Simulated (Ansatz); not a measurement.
# Cs on Cu(100): change of the work function

How does Cs on the hollow site change the work function of Cu(100) as the layer fills?

Calculated with Ansatz 0.2.0; plane-wave DFT, PBE, Ansatz PAW.

## Step 1: The starting structure

The cell holds 4 atoms: 4 Cu. Its edges and angles: a = 2.553 Å, b = 2.553 Å, c = 23.415 Å, α = 90.0°, β = 90.0°, γ = 90.0°. Vacuum lies along c.

Structure file:

```cif
data_structure
_symmetry_space_group_name_H-M 'P 1'
_symmetry_Int_Tables_number 1
_cell_length_a 2.5527
_cell_length_b 2.5527
_cell_length_c 23.4150
_cell_angle_alpha 90.000
_cell_angle_beta 90.000
_cell_angle_gamma 90.000
_cell_volume 152.57
loop_
_atom_site_label
_atom_site_type_symbol
_atom_site_fract_x
_atom_site_fract_y
_atom_site_fract_z
_atom_site_occupancy
Cu1 Cu 0.50000 0.50000 0.38437 1
Cu2 Cu 0.00000 0.00000 0.46146 1
Cu3 Cu 0.50000 0.50000 0.53854 1
Cu4 Cu 0.00000 0.00000 0.61563 1
```

## Step 2: The clean slab

The bare slab comes first, as the zero from which every change is counted. The two lowest layers are held at bulk places and the upper ones relax. The dipole correction removes the false field that a one-sided slab makes across the periodic vacuum, so each face gets a flat vacuum level of its own.

input.yaml

```yaml
crystal:
  lattice:
    - [2.5526554801, 0.0, 0.0]
    - [0.0, 2.5526554801, 0.0]
    - [0.0, 0.0, 23.415]
  atoms:
    - { symbol: Cu, position: [0.5, 0.5, 0.3843689942] }
    - { symbol: Cu, position: [0.0, 0.0, 0.4614563314] }
    - { symbol: Cu, position: [0.5, 0.5, 0.5385436686] }
    - { symbol: Cu, position: [0.0, 0.0, 0.6156310058] }
kpoints:
  mp_grid: { grid: [12, 12, 1] }
hamiltonian:
  xc: pbe
scf:
  occupations: { method: fermi_dirac, width: 0.1 }
  convergence: { dr2_threshold: 1.0e-08 }
efield:
  axis: 3
  dipole_correction: true
  ramp_position: 0.97
  ramp_width: 0.06
relax:
  f_tol: 0.02
  max_steps: 60
  constraints: [{ sites: [0, 1] }]
output:
  write_potential: true
  write_density: true
  volumetric_format: npy
```

Launch:

```
ansatz run input.yaml --threads 4 --pin off --max-ram 16384MiB --backend cpu --events-out ev --progress --plain --runs-dir out
```

What it wrote:

```text
Engine: ansatz 0.2.0, aarch64-unknown-linux-gnu
Pseudopotentials: kind: paw
Pseudopotential: Cu, paw, valence charge 19, recommended cutoff 420 eV (normal), Cu.paw.azcp
Functional definition: PBE
  parameter kappa = 0.804
  parameter beta = 0.066725
  exchange = pbe_x(kappa = kappa, mu = beta*pi^2/3)
  correlation = pbe_c(beta = beta)
Crystal: 4 atoms, lattice volume = 152.573 Å³
Basis set: ecut = 420 eV, 3011 PW (Γ), exchange–correlation on 36×36×320 points (8 copies of the dense FFT grid, shifted against one another)
Bands: 46, of which v1, the nominal top of the filled ones, is band 38 counted from 1 (37 counted from 0)
Symmetry: 8 space group operations
k-points: 28 of 144
Non-local potential: Cu, projectors of the file, l = 0: 3, l = 1: 2, l = 2: 3, l = 3: 1
PAW form: soft (Blöchl's): semilocal exchange-correlation on the pseudo side does not see the compensation charge
PAW one-centre angular grid: Cu, 590 points (default); XC on 64 Gauss nodes
Initial density: superposition of atomic densities (neutral atoms: chi_scale 0, normalization atom), corrected by the library's trained network
Initial wavefunctions: pseudopotential atomic-orbital guess
Functional: x = pbe(κ = 0.804, μ = 0.219515), c = pbe(β = 0.066725)
SCF iter   1: F=—  HF=-26499.487320 eV  |F-HF|=—  |Δ(HF+E_count)|=         —  Δρ=1.44e-3  dr2=1.11e-2  ethr=1.77e-3  p=-0.000 e·Å  D=-7.17e-15 V/Å  ΔV_dip=0.00 eV  dr2_dipole=9.36e-9  V_vac-E_F(+/−)=4.49/4.49 eV  ⟨swp⟩=8.7  Hψ=5648  notcnv=0  defer=4
efield: sawtooth ramp at fractional position 0.9700 (set: `efield.ramp_position`, or a place that a band, a saddle search or an elastic batch's reference lends), width 0.0600; the density the first Hamiltonian is built on has a dipole p = -0.000 e·Å; the dipole correction subtracts the counter field D = -7.17e-15 V/Å, which shifts the + side's vacuum level by +0.00 eV against the − side's; the planar-averaged density in the ramp window peaks in size at 3.2e-5 e/Å³
preconditioner: auto → LDOS  [metal: Δε(μ)=0.060 eV  Ē_g=8.062 eV  σ=0.100 eV  W_gap=0.15  n_scr=18 (ndim 8)  ℏωp=19.9 eV  f_vac=0.639  D(μ)=1.29/eV (n_scr^D=8)  β→1.0]
SCF iter   2: F=—  HF=-26499.492234 eV  |F-HF|=—  |Δ(HF+E_count)|=   4.91e-3  Δρ=1.83e-3  dr2=4.23e-3  ethr=1.46e-5  p=-0.000 e·Å  D=-6.15e-6 V/Å  ΔV_dip=0.00 eV  dr2_dipole=8.99e-8  V_vac-E_F(+/−)=4.58/4.58 eV  ⟨swp⟩=2.9  Hψ=2867  notcnv=0  defer=39
SCF iter   3: F=—  HF=-26499.491934 eV  |F-HF|=—  |Δ(HF+E_count)|=   3.00e-4  Δρ=1.46e-3  dr2=1.64e-3  ethr=5.57e-6  p=-0.000 e·Å  D=-3.99e-5 V/Å  ΔV_dip=0.00 eV  dr2_dipole=2.09e-7  V_vac-E_F(+/−)=4.57/4.57 eV  ⟨swp⟩=2.5  Hψ=2210  notcnv=0  defer=39
SCF iter   4: F=—  HF=-26499.491508 eV  |F-HF|=—  |Δ(HF+E_count)|=   4.25e-4  Δρ=1.91e-4  dr2=1.24e-4  ethr=2.16e-6  p=0.000 e·Å  D=2.29e-5 V/Å  ΔV_dip=-0.00 eV  dr2_dipole=3.76e-9  V_vac-E_F(+/−)=4.57/4.57 eV  ⟨swp⟩=2.0  Hψ=1832  notcnv=0  defer=39
SCF iter   5: F=—  HF=-26499.491515 eV  |F-HF|=—  |Δ(HF+E_count)|=   6.70e-6  Δρ=1.10e-4  dr2=2.44e-5  ethr=1.63e-7  p=-0.000 e·Å  D=-1.13e-5 V/Å  ΔV_dip=0.00 eV  dr2_dipole=1.49e-9  V_vac-E_F(+/−)=4.58/4.58 eV  ⟨swp⟩=2.1  Hψ=1761  notcnv=0  defer=39
SCF iter   6: F=—  HF=-26499.491522 eV  |F-HF|=—  |Δ(HF+E_count)|=   7.00e-6  Δρ=1.05e-4  dr2=1.04e-5  ethr=3.21e-8  p=0.000 e·Å  D=2.18e-5 V/Å  ΔV_dip=-0.00 eV  dr2_dipole=1.22e-8  V_vac-E_F(+/−)=4.58/4.58 eV  ⟨swp⟩=2.0  Hψ=1843  notcnv=0  defer=39
SCF iter   7: F=—  HF=-26499.491515 eV  |F-HF|=—  |Δ(HF+E_count)|=   7.04e-6  Δρ=2.78e-5  dr2=8.10e-7  ethr=1.37e-8  p=0.000 e·Å  D=4.93e-6 V/Å  ΔV_dip=-0.00 eV  dr2_dipole=2.35e-11  V_vac-E_F(+/−)=4.58/4.58 eV  ⟨swp⟩=2.1  Hψ=1733  notcnv=0  defer=39
SCF iter   8: F=—  HF=-26499.491526 eV  |F-HF|=—  |Δ(HF+E_count)|=   1.13e-5  Δρ=2.01e-5  dr2=4.10e-7  ethr=1.07e-9  p=0.000 e·Å  D=3.53e-6 V/Å  ΔV_dip=-0.00 eV  dr2_dipole=2.39e-9  V_vac-E_F(+/−)=4.58/4.58 eV  ⟨swp⟩=2.0  Hψ=1851  notcnv=0  defer=39
SCF iter   9: F=—  HF=-26499.491526 eV  |F-HF|=—  |Δ(HF+E_count)|=   1.27e-7  Δρ=8.58e-6  dr2=8.09e-8  ethr=5.39e-10  p=0.000 e·Å  D=5.33e-7 V/Å  ΔV_dip=-0.00 eV  dr2_dipole=3.71e-10  V_vac-E_F(+/−)=4.58/4.58 eV  ⟨swp⟩=2.0  Hψ=1812  notcnv=0  defer=39
SCF iter  10: F=-26499.491526 eV  HF=-26499.491526 eV  |F-HF|=5.55e-8  |Δ(HF+E_count)|=   3.77e-8  Δρ=1.16e-6  dr2=1.64e-9  ethr=1.32e-11  p=0.000 e·Å  D=2.47e-7 V/Å  ΔV_dip=-0.00 eV  dr2_dipole=7.83e-12  V_vac-E_F(+/−)=4.58/4.58 eV  ⟨swp⟩=8.1  Hψ=9194  notcnv=0
SCF 1 converged in 10 iterations: F = -26499.491526 eV  dr2 = 1.64e-9
  greatest PAW one-centre occupation: 1.000 electrons in one spin orbital (limit 2), on the Cu atom at site 3 (counted from 0), in its partial waves of l = 0
relax step   1: F+E_penalty+E_count = -26499.49152650 eV  Δ(F+E_penalty+E_count) = +0.000e0 eV  max|allowed force component| = 2.181e-1 eV/Å  Δτ_max = 0.0000 Å  (10 SCF iters, accepted)
Initial density: handed on by an earlier stage of this run
Initial wavefunctions: those handed on with the density
iter 1 solved again at ethr=4.94e-7 eV; its pass at ethr=3.10e-3 eV (dr2=3.76e-4 eV) is discarded
SCF iter   1: F=—  HF=-26499.493642 eV  |F-HF|=—  |Δ(HF+E_count)|=         —  Δρ=7.18e-4  dr2=3.81e-4  ethr=4.94e-7  p=0.000 e·Å  D=6.55e-7 V/Å  ΔV_dip=-0.00 eV  dr2_dipole=5.33e-7  V_vac-E_F(+/−)=4.58/4.58 eV  ⟨swp⟩=2.8  Hψ=4247  notcnv=0  defer=52
efield: sawtooth ramp at fractional position 0.9700 (set: `efield.ramp_position`, or a place that a band, a saddle search or an elastic batch's reference lends), width 0.0600; the density the first Hamiltonian is built on has a dipole p = 0.000 e·Å; the dipole correction subtracts the counter field D = 6.55e-7 V/Å, which shifts the + side's vacuum level by -0.00 eV against the − side's; the planar-averaged density in the ramp window peaks in size at 2.3e-5 e/Å³
preconditioner: auto → LDOS  [metal: Δε(μ)=0.090 eV  Ē_g=8.129 eV  σ=0.100 eV  W_gap=0.22  n_scr=18 (ndim 8)  ℏωp=19.9 eV  f_vac=0.638  D(μ)=1.28/eV (n_scr^D=8)  β→1.0]
SCF iter   2: F=—  HF=-26499.493463 eV  |F-HF|=—  |Δ(HF+E_count)|=   1.80e-4  Δρ=1.93e-4  dr2=8.92e-5  ethr=4.94e-7  p=0.000 e·Å  D=2.69e-4 V/Å  ΔV_dip=-0.01 eV  dr2_dipole=1.27e-5  V_vac-E_F(+/−)=4.58/4.58 eV  ⟨swp⟩=2.1  Hψ=2198  notcnv=0  defer=52
SCF iter   3: F=—  HF=-26499.493458 eV  |F-HF|=—  |Δ(HF+E_count)|=   4.73e-6  Δρ=1.84e-4  dr2=3.53e-5  ethr=1.17e-7  p=0.000 e·Å  D=1.03e-4 V/Å  ΔV_dip=-0.00 eV  dr2_dipole=5.88e-7  V_vac-E_F(+/−)=4.58/4.58 eV  ⟨swp⟩=2.0  Hψ=1859  notcnv=0  defer=52
SCF iter   4: F=—  HF=-26499.493455 eV  |F-HF|=—  |Δ(HF+E_count)|=   2.82e-6  Δρ=9.12e-5  dr2=8.65e-6  ethr=4.64e-8  p=0.000 e·Å  D=1.63e-4 V/Å  ΔV_dip=-0.00 eV  dr2_dipole=1.04e-7  V_vac-E_F(+/−)=4.58/4.58 eV  ⟨swp⟩=2.0  Hψ=1849  notcnv=0  defer=52
SCF iter   5: F=—  HF=-26499.493458 eV  |F-HF|=—  |Δ(HF+E_count)|=   3.12e-6  Δρ=2.20e-5  dr2=5.03e-7  ethr=1.14e-8  p=0.000 e·Å  D=1.56e-4 V/Å  ΔV_dip=-0.00 eV  dr2_dipole=1.16e-8  V_vac-E_F(+/−)=4.58/4.58 eV  ⟨swp⟩=2.0  Hψ=1786  notcnv=0  defer=52
SCF iter   6: F=—  HF=-26499.493458 eV  |F-HF|=—  |Δ(HF+E_count)|=   2.31e-7  Δρ=1.23e-5  dr2=1.50e-7  ethr=6.62e-10  p=0.000 e·Å  D=1.63e-4 V/Å  ΔV_dip=-0.00 eV  dr2_dipole=2.72e-9  V_vac-E_F(+/−)=4.58/4.58 eV  ⟨swp⟩=2.0  Hψ=1850  notcnv=0  defer=52
SCF iter   7: F=-26499.493458 eV  HF=-26499.493458 eV  |F-HF|=7.91e-9  |Δ(HF+E_count)|=   8.22e-8  Δρ=2.24e-6  dr2=5.36e-9  ethr=1.32e-11  p=0.000 e·Å  D=1.65e-4 V/Å  ΔV_dip=-0.00 eV  dr2_dipole=5.96e-12  V_vac-E_F(+/−)=4.58/4.58 eV  ⟨swp⟩=8.1  Hψ=9402  notcnv=0
SCF 2 converged in 7 iterations: F = -26499.493458 eV  dr2 = 5.36e-9
  greatest PAW one-centre occupation: 1.000 electrons in one spin orbital (limit 2), on the Cu atom at site 0 (counted from 0), in its partial waves of l = 0
relax step   2: F+E_penalty+E_count = -26499.49345845 eV  Δ(F+E_penalty+E_count) = -1.932e-3 eV  max|allowed force component| = 1.395e-1 eV/Å  Δτ_max = 0.0117 Å  (7 SCF iters, accepted)
SCF iter   1: F=—  HF=-26499.495296 eV  |F-HF|=—  |Δ(HF+E_count)|=         —  Δρ=1.19e-3  dr2=9.92e-4  ethr=1.36e-5  p=0.000 e·Å  D=1.65e-4 V/Å  ΔV_dip=-0.00 eV  dr2_dipole=3.18e-9  V_vac-E_F(+/−)=4.58/4.58 eV  ⟨swp⟩=3.2  Hψ=3121  notcnv=0  defer=52
efield: sawtooth ramp at fractional position 0.9700 (set: `efield.ramp_position`, or a place that a band, a saddle search or an elastic batch's reference lends), width 0.0600; the density the first Hamiltonian is built on has a dipole p = 0.000 e·Å; the dipole correction subtracts the counter field D = 1.65e-4 V/Å, which shifts the + side's vacuum level by -0.00 eV against the − side's; the planar-averaged density in the ramp window peaks in size at 2.2e-5 e/Å³
preconditioner: auto → LDOS  [metal: Δε(μ)=0.088 eV  Ē_g=8.129 eV  σ=0.100 eV  W_gap=0.21  n_scr=18 (ndim 8)  ℏωp=19.9 eV  f_vac=0.638  D(μ)=1.29/eV (n_scr^D=8)  β→1.0]
SCF iter   2: F=—  HF=-26499.494825 eV  |F-HF|=—  |Δ(HF+E_count)|=   4.71e-4  Δρ=3.85e-4  dr2=2.55e-4  ethr=1.31e-6  p=0.000 e·Å  D=5.86e-4 V/Å  ΔV_dip=-0.01 eV  dr2_dipole=3.47e-5  V_vac-E_F(+/−)=4.57/4.58 eV  ⟨swp⟩=2.0  Hψ=2546  notcnv=0  defer=52
SCF iter   3: F=—  HF=-26499.494799 eV  |F-HF|=—  |Δ(HF+E_count)|=   2.58e-5  Δρ=4.05e-4  dr2=1.71e-4  ethr=3.36e-7  p=0.000 e·Å  D=4.58e-4 V/Å  ΔV_dip=-0.01 eV  dr2_dipole=3.20e-6  V_vac-E_F(+/−)=4.57/4.58 eV  ⟨swp⟩=2.2  Hψ=2080  notcnv=0  defer=52
SCF iter   4: F=—  HF=-26499.494776 eV  |F-HF|=—  |Δ(HF+E_count)|=   2.40e-5  Δρ=6.85e-5  dr2=6.36e-6  ethr=2.25e-7  p=0.000 e·Å  D=4.56e-4 V/Å  ΔV_dip=-0.01 eV  dr2_dipole=2.49e-7  V_vac-E_F(+/−)=4.57/4.58 eV  ⟨swp⟩=2.0  Hψ=1803  notcnv=0  defer=52
SCF iter   5: F=—  HF=-26499.494796 eV  |F-HF|=—  |Δ(HF+E_count)|=   2.04e-5  Δρ=2.59e-5  dr2=9.69e-7  ethr=8.37e-9  p=0.000 e·Å  D=4.76e-4 V/Å  ΔV_dip=-0.01 eV  dr2_dipole=9.11e-8  V_vac-E_F(+/−)=4.57/4.58 eV  ⟨swp⟩=2.9  Hψ=1992  notcnv=0  defer=52
SCF iter   6: F=—  HF=-26499.494796 eV  |F-HF|=—  |Δ(HF+E_count)|=   1.95e-7  Δρ=7.49e-6  dr2=6.43e-8  ethr=1.27e-9  p=0.000 e·Å  D=4.75e-4 V/Å  ΔV_dip=-0.01 eV  dr2_dipole=4.70e-9  V_vac-E_F(+/−)=4.57/4.58 eV  ⟨swp⟩=2.0  Hψ=1717  notcnv=0  defer=52
SCF iter   7: F=—  HF=-26499.494796 eV  |F-HF|=—  |Δ(HF+E_count)|=   2.25e-7  Δρ=3.81e-6  dr2=1.47e-8  ethr=1.32e-11  p=0.000 e·Å  D=4.89e-4 V/Å  ΔV_dip=-0.01 eV  dr2_dipole=1.12e-10  V_vac-E_F(+/−)=4.57/4.58 eV  ⟨swp⟩=9.8  Hψ=9018  notcnv=0
SCF iter   8: F=—  HF=-26499.494796 eV  |F-HF|=—  |Δ(HF+E_count)|=   7.59e-8  Δρ=3.61e-6  dr2=1.52e-8  ethr=1.32e-11  p=0.000 e·Å  D=4.94e-4 V/Å  ΔV_dip=-0.01 eV  dr2_dipole=3.72e-10  V_vac-E_F(+/−)=4.57/4.58 eV  ⟨swp⟩=9.1  Hψ=8386  notcnv=0
SCF iter   9: F=-26499.494796 eV  HF=-26499.494796 eV  |F-HF|=1.08e-9  |Δ(HF+E_count)|=   1.26e-8  Δρ=1.23e-6  dr2=2.58e-9  ethr=1.32e-11  p=0.000 e·Å  D=4.96e-4 V/Å  ΔV_dip=-0.01 eV  dr2_dipole=1.01e-10  V_vac-E_F(+/−)=4.57/4.58 eV  ⟨swp⟩=6.8  Hψ=8438  notcnv=0
SCF 3 converged in 9 iterations: F = -26499.494796 eV  dr2 = 2.58e-9
relax step   3: F+E_penalty+E_count = -26499.49479638 eV  Δ(F+E_penalty+E_count) = -1.338e-3 eV  max|allowed force component| = 2.096e-3 eV/Å  Δτ_max = 0.0196 Å  (9 SCF iters, accepted)
NSCF: frozen V_eff on 28 k-points
the band table was solved once a step of the walk had ended and its energy, with any forces and stress, was formed, with the checks that follow a solve (6803 applications of the Hamiltonian). They found nothing against the state; the energy, forces and stress were not computed again (output.eigenvalues in the input reference)
WARN: The output density's exchange-correlation potential varies sharply where the density is thin. Do not read a vacuum level from v_tot or v_xc, or from such a field of the output density. On a cell that repeats whose density bears no net charge and no dipole along the vacuum's axis use v_es (v_loc + v_h of the components); under efield.dipole_correction with no amplitude use v_es + v_field, which holds any externa [...]
SCF converged after 9 iterations
Free energy (F): -26499.494796 eV
Harris-Foulkes:  -26499.494796 eV  (|F-HF|=1.08e-9)
Internal energy: -26499.450325 eV  (E = F + TS)
E sigma→0 (E₀):  -26499.472561 eV
Entropy (-TS):   -0.044472 eV (-11.118 meV/atom)
Fermi energy:    2.077824 eV
Dipole field:    D = 0.000480 V/Å  (p = 0.000405 e·Å, saw-weighted, corrected)
Work function:   Φ+ = 4.5707 eV   Φ− = 4.5819 eV
Levels:          The Fermi level and band energies are counted from a zero that moves with the ramp; work functions are not
--- Per-component energies (eV) ---
  E_band       = -2536.166481
  E_kinetic    = 1198.309528
  E_local      = -168854.316736  (includes V_loc(G=0)·N_el)
  E_nonlocal   = 1567.140432
  E_hartree    = 82915.850747
  E_xc         = -355.051919
  E_vxc        = -457.887175  (∫ρ·V_xc dr)
  E_paw        = -6658.907342  (= ΣΔE_a)
  E_vpaw       = -1821.114881  (= ΣTr[D̂ρ^β])
  E_aug_tail   = 0.001125  (compensation charges beyond the density's cutoff)
  E_efield     = 0.000000  (sawtooth field / dipole correction)
  E_vefield    = -0.000313  (∫n·V_field dr)
  E_ewald      = 63687.523840
  E_smearing   = -0.044472  (= −TS)
  E_closure    = -0.000000  (closes the sum)
  Σ components = -26499.494796   (vs F -26499.494796, Δ=0.00e0)
--- Forces (eV/Å), atoms counted from 1 ---
  atom   1  Cu     0.00000000     0.00000000     0.10441413
  atom   2  Cu    -0.00000000     0.00000000    -0.10661282
  atom   3  Cu     0.00000000     0.00000000     0.00010979
  atom   4  Cu     0.00000000     0.00000000     0.00209603
  max |Σ_I F_I| component: 7.12e-6 eV/Å
--- Band table (eV; the first three rows and the last of 28) ---
  k-point 0: bands = [... 34 lower, 0.3997, 0.6183, 0.6474, 0.6474, 0.6479, 1.6164, 3.1949, 6.4525, ... 4 higher]
  k-point 1: bands = [... 34 lower, 0.4671, 0.5052, 0.5494, 0.6055, 0.6780, 1.9009, 3.5303, 6.6065, ... 4 higher]
  k-point 2: bands = [... 34 lower, 0.4625, 0.4862, 0.5546, 0.6159, 0.6727, 2.5350, 4.3478, 7.0666, ... 4 higher]
  k-point 27: bands = [... 34 lower, 1.0039, 1.0231, 4.5597, 4.5597, 6.7457, 6.7457, 9.5125, 9.5174, ... 4 higher]
--- Relaxed structure (3 steps of the walk, 3 accepted, 0 SCFs on fresh bases) ---
  F+E_penalty+E_count = -26499.49479638 eV   max|allowed force component| = 2.096e-3 eV/Å
  atoms:
    - { symbol: Cu, position: [0.5, 0.5, 0.384369] }
    - { symbol: Cu, position: [0.0, 0.0, 0.461456] }
    - { symbol: Cu, position: [0.5, 0.5, 0.539882] }
    - { symbol: Cu, position: [0, 0.0, 0.615758] }
```

Wall time 32 s (4 threads of Arm Neoverse N1, shared host); peak memory 0.49 GiB; 2 min of CPU time.

The steps of the relaxation:

| step | energy less that of the first step (eV) | largest force component (eV/Å) |
| --- | --- | --- |
| 1 | 0.0000 | 0.2181 |
| 2 | -0.0019 | 0.1395 |
| 3 | -0.0033 | 0.0021 |

The run keeps the 8 symmetry operations that the program found, so distortions that break them were not tested.

The atoms that moved most (Å):

| atom | dx | dy | dz | length |
| --- | --- | --- | --- | --- |
| Cu3 | 0.000 | 0.000 | 0.031 | 0.031 |

The relaxed structure:

```xyz
4
Lattice="2.5527 0.0000 0.0000 0.0000 2.5527 0.0000 0.0000 0.0000 23.4150" Properties=species:S:1:pos:R:3
Cu    1.2763    1.2763    9.0000
Cu    0.0000    0.0000   10.8050
Cu    1.2763    1.2763   12.6413
Cu    0.0000    0.0000   14.4180
```

This step gave:

```yaml
energy_at_zero_smearing: -26499.4726 eV
work_function_upper_face: 4.571 eV
dipole_along_the_normal: 4.05e-4 e·Å
```

Running mean over 1.805 Å of the planar mean; the ramp of the sawtooth is left out. Table of electron's electrostatic potential energy less the Fermi level by z:

| z (Å) | electron's electrostatic potential energy less the Fermi level (eV) |
| --- | --- |
| 3.0 | 4.58 |
| 3.5 | 4.58 |
| 4.0 | 4.58 |
| 4.5 | 4.58 |
| 5.0 | 4.58 |
| 5.5 | 4.57 |
| 6.0 | 4.54 |
| 6.5 | 4.45 |
| 7.0 | 4.10 |
| 7.5 | 2.70 |
| 8.0 | -1.44 |
| 8.5 | -6.20 |
| 9.0 | -8.30 |
| 9.5 | -8.63 |
| 10.0 | -8.72 |
| 10.5 | -8.78 |
| 11.0 | -8.72 |
| 11.5 | -8.54 |
| 12.0 | -8.55 |
| 12.5 | -8.77 |
| 13.0 | -8.94 |
| 13.5 | -9.00 |
| 14.0 | -8.80 |
| 14.5 | -8.20 |
| 15.0 | -5.53 |
| 15.5 | -0.619 |
| 16.0 | 3.08 |
| 16.5 | 4.18 |
| 17.0 | 4.46 |
| 17.5 | 4.54 |
| 18.0 | 4.56 |
| 18.5 | 4.57 |
| 19.0 | 4.57 |
| 19.5 | 4.57 |
| 20.0 | 4.57 |

The relaxation took 3 steps and lowered the energy by 0.0033 eV; the largest force on the free atoms ends at 0.0021 eV/Å.

The work function of the upper face is 4.57 eV.

(Part 1 of 3 ends here.)

[Long decimals in the printed logs are rounded to 6 places.]

[Logs are printed without paths, hosts, clocks, repeated set-up lines and the standing remarks that a program may print on its own settings, such as how far it seeks lower states.]

[Hosts, paths, dates, database ids (printed as entryN), source tags and the programs' standing remarks are cut or masked in the printed files.]

[Maps of the electrostatic potential energy from Ansatz leave out the sawtooth potential of an applied field or a dipole correction, so their vacuum need not be flat; planar profiles and work functions include it.]
